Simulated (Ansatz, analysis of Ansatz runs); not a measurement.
# Vacancy with two H in Ge: local vibrational mode, PBE

Subject: vacancy with two H in Ge. Wanted: its local vibrational mode, in one set-up (PBE, 32-site cell, PBE lattice, 420 eV, k: the single point 1/4 1/4 1/4, SCF cut short). The model is a cell of 32 host atoms with 1 Ge taken out and 2 H put in. The frequencies come from force constants among the defect atom and its neighbours, with the masses of the isotopes named.

What was measured. Upper Ge-H stretch: 1992.6 cm⁻¹ at 9 K, by FTIR absorption, uniaxial stress, isotope substitution (“Hydrogen-Related Defects in Proton-Implanted Silicon and Germanium: An Infrared Absorption Spectroscopy Study”, 1998, Michael Budde, 1998 (PhD thesis, University of Aarhus)). Lower Ge-H stretch: 1979.5 cm⁻¹ at 9 K, by FTIR absorption, uniaxial stress, isotope substitution (“Hydrogen-Related Defects in Proton-Implanted Silicon and Germanium: An Infrared Absorption Spectroscopy Study”, 1998, Michael Budde, 1998 (PhD thesis, University of Aarhus)). The runs below try to reproduce this.

Method: plane-wave PAW DFT, PBE; relaxation of all atoms of a defect supercell, in Ansatz 0.2.0.

### 1. The starting structure

The cell holds 33 atoms: 31 Ge and 2 H. Its edges and angles: a = 9.977 Å, b = 9.977 Å, c = 9.977 Å, α = 109.5°, β = 109.5°, γ = 109.5°. It derives from Ge (space group Fd-3m). Nearest the centre at fractional (0.500, 0.500, 0.500): H32 at 0.93 Å, H33 at 0.93 Å, Ge31 at 2.49 Å, Ge26 at 2.49 Å, Ge25 at 2.49 Å, Ge22 at 2.49 Å, Ge14 at 4.07 Å, Ge12 at 4.07 Å.

The host's primitive cell comes from a first run (plane-wave PAW DFT, PBE; relaxation of the host's cell and atoms): vectors of 4.073, 4.073 and 4.073 Å. That is 23.89 Å³ an atom, 5.5 % over the diffraction cell's volume. The supercell is built on it.

### 2. Relaxation, charge 0

Every later number rests on the structure around the defect, so the atoms are relaxed at the host's lattice first.

relax/input.yaml

```yaml
relax:
  f_tol: 0.01
  max_steps: 80
  random_displacement: { amplitude: 0.02, seed: 318 }
crystal:
  lattice:
    - [-5.7603949, 5.7603949, 5.7603949]
    - [5.7603949, -5.7603949, 5.7603949]
    - [5.7603949, 5.7603949, -5.7603949]
  atoms:
    - { symbol: Ge, position: [0.0, 0.0, 0.5] }
    - { symbol: Ge, position: [0.0, 0.25, 0.25] }
    - { symbol: Ge, position: [0.0, 0.5, 0.0] }
    - { symbol: Ge, position: [0.0, 0.75, 0.75] }
    - { symbol: Ge, position: [0.25, 0.0, 0.25] }
    - { symbol: Ge, position: [0.25, 0.25, 0.0] }
    - { symbol: Ge, position: [0.25, 0.5, 0.75] }
    - { symbol: Ge, position: [0.25, 0.75, 0.5] }
    - { symbol: Ge, position: [0.5, 0.0, 0.0] }
    - { symbol: Ge, position: [0.5, 0.25, 0.75] }
    - { symbol: Ge, position: [0.5, 0.75, 0.25] }
    - { symbol: Ge, position: [0.75, 0.0, 0.75] }
    - { symbol: Ge, position: [0.75, 0.25, 0.5] }
    - { symbol: Ge, position: [0.75, 0.5, 0.25] }
    - { symbol: Ge, position: [0.75, 0.75, 0.0] }
    - { symbol: Ge, position: [0.0, 0.0, 0.25] }
    - { symbol: Ge, position: [0.0, 0.25, 0.0] }
    - { symbol: Ge, position: [0.0, 0.5, 0.75] }
    - { symbol: Ge, position: [0.0, 0.75, 0.5] }
    - { symbol: Ge, position: [0.25, 0.0, 0.0] }
    - { symbol: Ge, position: [0.25, 0.25, 0.75] }
    - { symbol: Ge, position: [0.25, 0.5, 0.5] }
    - { symbol: Ge, position: [0.25, 0.75, 0.25] }
    - { symbol: Ge, position: [0.5, 0.0, 0.75] }
    - { symbol: Ge, position: [0.5, 0.25, 0.5] }
    - { symbol: Ge, position: [0.5, 0.5, 0.25] }
    - { symbol: Ge, position: [0.5, 0.75, 0.0] }
    - { symbol: Ge, position: [0.75, 0.0, 0.5] }
    - { symbol: Ge, position: [0.75, 0.25, 0.25] }
    - { symbol: Ge, position: [0.75, 0.5, 0.0] }
    - { symbol: Ge, position: [0.75, 0.75, 0.75] }
    - { symbol: H, position: [0.407149, 0.5, 0.5] }
    - { symbol: H, position: [0.5, 0.407149, 0.5] }
basis:
  ecutwfc: 420
  xc_grid: 2
hamiltonian:
  xc: pbe
kpoints:
  mp_grid: { grid: [1, 1, 1], shift: [0.25, 0.25, 0.25] }
scf:
  occupations: { method: fermi_dirac, width: 0.01 }
  max_iter: 4
output:
  forces: true
checkpoint:
  write: "../relax.run"
  compress: false
  write_wavefunctions: true
  write_every: 100000
```

Command:

```bash
ansatz run input.yaml --threads 2 --pin off --max-ram 4710MiB --backend cpu --events-out ev --progress --plain --runs-dir out
```

Numbers of over 12 decimals in the logs are rounded to 6 here.

Log:

```text
[... repeated set-up lines and file paths are left out, and long positions are rounded to six places ...]
Engine: ansatz 0.2.0, x86_64-unknown-linux-gnu
Pseudopotentials: kind: paw
Pseudopotential: Ge, paw, valence charge 14, recommended cutoff 420 eV (normal), Ge.paw.azcp
Pseudopotential: H, paw, valence charge 1, recommended cutoff 420 eV (normal), H.paw.azcp
Functional definition: PBE
  parameter kappa = 0.804
  parameter beta = 0.066725
  exchange = pbe_x(kappa = kappa, mu = beta*pi^2/3)
  correlation = pbe_c(beta = beta)
Crystal: 33 atoms, lattice volume = 764.569 Å³
Basis set: ecut = 420 eV, 14915 PW (Γ), exchange–correlation on 144×144×144 points (8 copies of the dense FFT grid, shifted against one another)
Bands: 262, of which v1, the nominal top of the filled ones, is band 218 counted from 1 (217 counted from 0)
Symmetry: 1 space group operations
k-points: 1
Non-local potential: Ge, projectors of the file, l = 0: 2, l = 1: 2, l = 2: 3, l = 3: 1
Non-local potential: H, projectors of the file, l = 0: 2, l = 1: 1
PAW form: soft (Blöchl's): semilocal exchange-correlation on the pseudo side does not see the compensation charge
PAW one-centre angular grid: Ge, 590 points (default); XC on 64 Gauss nodes
PAW one-centre angular grid: H, 110 points (default); XC on 64 Gauss nodes
Initial density: superposition of atomic densities (neutral atoms: chi_scale 0, normalization atom), corrected by the library's trained network
Initial wavefunctions: pseudopotential atomic-orbital guess
Functional: x = pbe(κ = 0.804, μ = 0.219515), c = pbe(β = 0.066725)
SCF iter   1: F=—  HF=-133170.869303 eV  |F-HF|=—  |Δ(HF+E_count)|=         —  Δρ=2.92e-3  dr2=1.83e-1  ethr=1.77e-3  ⟨swp⟩=6.0  Hψ=940  notcnv=0
preconditioner: auto → Resta (q_TF=auto, 2.484 Å⁻¹)  ε∞=2.6  [insulator: Δε(μ)=0.417 eV  Ē_g=22.205 eV  σ=0.010 eV  W_gap=1.00  n_scr=200 (ndim 8)  ℏωp=28.0 eV  f_vac=0.090  D(μ)=0.00/eV (n_scr^D=0)  ε∞_Penn≈2.6]
SCF iter   2: F=—  HF=-133170.821777 eV  |F-HF|=—  |Δ(HF+E_count)|=   4.75e-2  Δρ=1.41e-3  dr2=2.03e-2  ethr=4.19e-5  ⟨swp⟩=1.0  Hψ=593  notcnv=0
SCF iter   3: F=—  HF=-133170.818412 eV  |F-HF|=—  |Δ(HF+E_count)|=   3.37e-3  Δρ=7.17e-4  dr2=5.78e-3  ethr=4.66e-6  ⟨swp⟩=1.0  Hψ=543  notcnv=0
SCF iter   4: F=—  HF=-133170.818977 eV  |F-HF|=—  |Δ(HF+E_count)|=   5.65e-4  Δρ=5.22e-4  dr2=1.10e-2  ethr=1.33e-6  ⟨swp⟩=1.0  Hψ=554  notcnv=0
Error: did not converge after 4 iterations: dr2 = 1.10e-2 (threshold 2.50e-6), under the density mixer `msr1`, which `scf.mixing.algorithm: auto` chose by the deck's other keys (type `scf.mixing.algorithm: msr1` to keep it); [...]
```

Elapsed: 6.5 s, on 2 threads of Intel Xeon at 2.60GHz (Ice Lake), shared host; peak memory 1.3 GiB.

Residual by cycle:

cycle, log10 residual and a bar from the least value:
```
        1       -0.7 ##############################
        2       -1.7 ###########
        3       -2.2 
        4       -2.0 ######
```

The run stopped without converging, so none of its numbers is a property of the system.

After 4 cycles the residual stands at 0.011. The cap of 4 cycles in the input ended the loop.

The program's message: “Error: did not converge after 4 iterations: dr2 = 1.10e-2 (threshold 2.50e-6), under the density mixer `msr1`, which `scf.mixing.algorithm: auto` chose by the deck's other keys (type `scf.mixing.algor …”

### 3. Outcome

The local vibrational mode was not obtained, because the step “relaxation, charge 0” did not converge; the cause lies in the set-up: too few SCF iterations.

[Logs are printed without paths, hosts, clocks, repeated set-up lines and the standing remarks that a program may print on its own settings, such as how far it seeks lower states.]

[Hosts, paths, dates, database ids (printed as entryN), source tags and the programs' standing remarks are cut or masked in the printed files.]

[For some hosts the program warned that the k-mesh of the response run may be too coarse for force constants and the static dielectric constant; such warnings are not shown here.]
